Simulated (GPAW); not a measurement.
# Work function of Cl/Rh(100) at several levels, part 2 of 2

Aim: the work function of both faces of Cl/Rh(100), and its spread over functionals and bases.

GPAW 26.7.0; GPAW, PAW setups; slab in vacuum, relaxation (the session's first sound run).

So far, upper work function (eV): step 2 (relaxing the atoms, PBE, GPAW) 5.37; step 6 (self-consistent run: xc = "vdW-DF2", GPAW, PAW setups, GPAW) 5.85; step 7 (OptPBE vdW: xc = "optPBE-vdW", GPAW, PAW setups, GPAW) 5.63; step 8 (self-consistent run: xc = "RPBE") 5.27; step 9 (real-space grid: mode = "fd", PBE, GPAW) 5.37.

### Step 10. Atomic orbitals: mode = "lcao"

Atom-centred orbitals end a few angstrom from the surface, which tests how much the density's tail matters.

Contents of run.py:

```python
import json
import numpy as np
from ase import Atoms
from gpaw import GPAW

slab = Atoms(
    ['Rh', 'Rh', 'Rh', 'Rh', 'Cl'],
    positions=[
        [1.34350, 1.34350, 7.00000],
        [0.00000, 0.00000, 8.90000],
        [1.34350, 1.34350, 10.85412],
        [-0.00000, 0.00000, 12.75571],
        [1.34350, 1.34350, 14.66719]],
    cell=[[2.68701, 0.0, 0.0], [0.0, 2.68701, 0.0], [0.0, 0.0, 21.41868]],
    pbc=[True, True, False])

slab.calc = GPAW(mode='lcao', basis='dzp', h=0.18, xc='PBE', kpts={'size': (12, 12, 1), 'gamma': True},
                 occupations={'name': 'fermi-dirac', 'width': 0.1}, nbands='120%',
                 convergence={'density': 1e-05}, maxiter=200,
                 poissonsolver={'dipolelayer': 'xy'},
                 symmetry={'tolerance': 1e-3}, txt='slab.txt')
result = {}
energy = slab.get_potential_energy()
fermi = slab.calc.get_fermi_level()
v = slab.calc.get_electrostatic_potential().mean((0, 1)) - fermi
n = slab.calc.get_pseudo_density().mean((0, 1))
L = slab.cell[2, 2]
z = np.arange(len(v)) * L / len(v)
low, high = slab.positions[:, 2].min(), slab.positions[:, 2].max()
below, above = np.interp([low - 4.8, high + 4.8], z, v)
slopes = [np.interp(x, z, np.gradient(v, z)) for x in (low - 4.8, high + 4.8)]
eps = np.array([[slab.calc.get_eigenvalues(k, s) for k in range(len(slab.calc.get_ibz_k_points()))]
                for s in range(slab.calc.get_number_of_spins())]) - fermi
top, bottom = eps[eps < 0].max(), eps[eps > 0].min()
dipole = slab.get_dipole_moment()[2]
print(f'energy {energy:.4f} eV, Fermi level {fermi:.4f} eV, dipole {dipole:.5f} e A')
print(f'potential 4.8 A off the faces, from the Fermi level: lower {below:.4f} eV, upper {above:.4f} eV')
print(f'slope of the potential there: lower {slopes[0]:.5f}, upper {slopes[1]:.5f} eV/A')
print(f'nearest levels on the mesh: {top:.4f} and {bottom:.4f} eV')
print('magnetic moment', round(slab.get_magnetic_moment(), 3))
result.update(energy=energy, fermi=fermi, dipole=dipole, below=below, above=above, slopes=slopes, edges=[top, bottom],
              z=z.tolist(), v=v.tolist(), n=n.tolist(), positions=slab.positions.tolist(),
              forces=slab.get_forces(apply_constraint=False).tolist(), moments=slab.get_magnetic_moments().tolist())
json.dump(result, open('result.json', 'w'))
```

Command:

```bash
OMP_NUM_THREADS=1 OPENBLAS_NUM_THREADS=1 python run.py
```

Elapsed: 35 min, on 1 thread of Arm Neoverse V2, shared host; peak memory 0.43 GiB.

This step gave:

- dipole along the normal: -0.01298 e·Å
- levels nearest the Fermi level on the mesh: -0.01002, 7.89e-4 eV from the Fermi level
- upper work function: 5.437 eV
- lower work function: 5.111 eV

The electrostatic potential energy of an electron (without an applied field's), less the Fermi level, planar mean oscillates, so the rows of the table below give means over windows of 1.96 Å about each position, cut where the curve ends. Its maxima inside the range that stand out by 2 % of the span (Å: eV): 7.9: -2.78, 9.9: -2.43, 11.8: -2.94, 13.8: -1.69. Its minima: 7.0: -21.6, 8.9: -22.1, 10.9: -22.1, 12.8: -22.0, 14.6: -23.5.

Electrostatic potential energy of an electron (without an applied field's), less the Fermi level, planar mean against z; means over each step:

| z (Å) | electrostatic potential energy of an electron (without an applied field's), less the Fermi level, planar mean (eV) |
| --- | --- |
| 0.98 | 5.12 |
| 2.94 | 5.11 |
| 4.90 | 4.57 |
| 6.86 | -10.4 |
| 8.82 | -11.4 |
| 10.78 | -11.4 |
| 12.74 | -11.4 |
| 14.70 | -8.80 |
| 16.66 | 5.15 |
| 18.62 | 5.44 |
| 20.58 | 5.44 |

The upper face's work function is 5.437 eV, against 5.371 eV in the first plane-wave PBE run at this geometry.

### Step 11. Cost and result by level

Times are for 1 thread of Arm Neoverse V2, shared host. Results by setting:

| no. | run | upper work function (eV) | lower work function (eV) | time | memory (GiB) |
| --- | --- | --- | --- | --- | --- |
| 1 | pw | 5.371 | 5.095 | 2.6 min | 0.24 |
| 2 | revPBE | 5.269 | 4.942 | 2.5 min | 0.24 |
| 3 | LDA | 5.617 | 5.473 | 2.5 min | 0.24 |
| 4 | vdW DF2 | 5.853 | 5.444 | 2.6 min | 0.35 |
| 5 | optPBE vdW | 5.633 | 5.267 | 2.8 min | 0.35 |
| 6 | RPBE | 5.272 | 4.918 | 2.4 min | 0.24 |
| 7 | fd | 5.370 | 5.094 | 17 min | 1.3 |
| 8 | lcao | 5.437 | 5.111 | 35 min | 0.43 |

### Step 12. Side by side

Results and costs are gathered.

This step: comparison of work functions, dipole and cost (GPAW 26.7.0).

Ladder, by row:

| step | code | work function, upper (eV) | work function, lower (eV) | dipole (e Å) | wall time (s) | peak memory (GiB) | threads |
| --- | --- | --- | --- | --- | --- | --- | --- |
| pw | GPAW | 5.371 | 5.095 | -0.01098 | 154.6 | 0.24 | 1 |
| revPBE | GPAW | 5.269 | 4.942 | -0.01302 | 147 | 0.24 | 1 |
| LDA | GPAW | 5.617 | 5.473 | -0.005685 | 151 | 0.24 | 1 |
| vdW-DF2 | GPAW | 5.853 | 5.444 | -0.01625 | 155.9 | 0.35 | 1 |
| optPBE-vdW | GPAW | 5.633 | 5.267 | -0.01455 | 165 | 0.35 | 1 |
| RPBE | GPAW | 5.272 | 4.918 | -0.01406 | 146.3 | 0.24 | 1 |
| fd | GPAW | 5.37 | 5.094 | -0.01103 | 1043 | 1.26 | 1 |
| lcao | GPAW | 5.437 | 5.111 | -0.01298 | 2089 | 0.43 | 1 |

### Step 13. A changed run

One more run, with changed settings.

This step: GPAW, PAW setups; slab in vacuum (GPAW 26.7.0).

Edit run.py of step 10 so:

```diff
@@ -16,5 +16,5 @@
 
-slab.calc = GPAW(mode='lcao', basis='dzp', h=0.18, xc='PBE', kpts={'size': (12, 12, 1), 'gamma': True},
-                 occupations={'name': 'fermi-dirac', 'width': 0.1}, nbands='120%',
-                 convergence={'density': 1e-05}, maxiter=200,
+slab.calc = GPAW(mode='fd', h=0.4, xc='PBE', kpts={'size': (12, 12, 1), 'gamma': True},
+                 occupations={'name': 'fermi-dirac', 'width': 0.1}, nbands='160%',
+                 convergence={'density': 1e-05}, maxiter=75,
                  poissonsolver={'dipolelayer': 'xy'},
```

Elapsed: 2.1 min, on 1 thread; peak memory 0.24 GiB.

The run finished. A setting was moved off its sound value on purpose, so it serves as a test and not as the result.

The fault put into the input: a grid far too coarse (mode = "fd" and h = 0.4).

The two runs compared:

| quantity | this run | sound run | difference |
| --- | --- | --- | --- |
| dipole along the normal (e·Å) | -0.0090144 | -0.010982 | 0.00197 |
| upper work function (eV) | 5.2975 | 5.3711 | -0.0736 |
| lower work function (eV) | 5.0711 | 5.0947 | -0.0236 |

One result that differs is the upper work function, 5.30 eV against 5.37 eV.

### Step 14. What came out

```json
{
  "work function, upper and lower face": "5.371 and 5.095 eV",
  "dipole along the normal": "-0.0110 e Å"
}
```

What this shows: With plane waves and PBE the work function is 5.37 eV on the upper face and 5.09 eV on the lower. The two faces differ by 0.28 eV, the step that the slab's dipole makes (e p/(ε0 A) gives 0.28 eV), so the dipole layer is needed. Over the sound runs of the table the upper face's work function spans 5.269 (revPBE) to 5.853 eV (vdW-DF2). The cell of 7.22 Å² holds one Cl, started on one chosen site; other sites and coverages weren't tried. The in-plane lattice was kept as typed, which isn't the functional's own and leaves some strain; spin-orbit coupling and temperature are left out.

[Logs are printed without paths, hosts, clocks, repeated set-up lines and the standing remarks that a program may print on its own settings, such as how far it seeks lower states.]

[Hosts, paths, dates, database ids (printed as entryN), source tags and the programs' standing remarks are cut or masked in the printed files.]
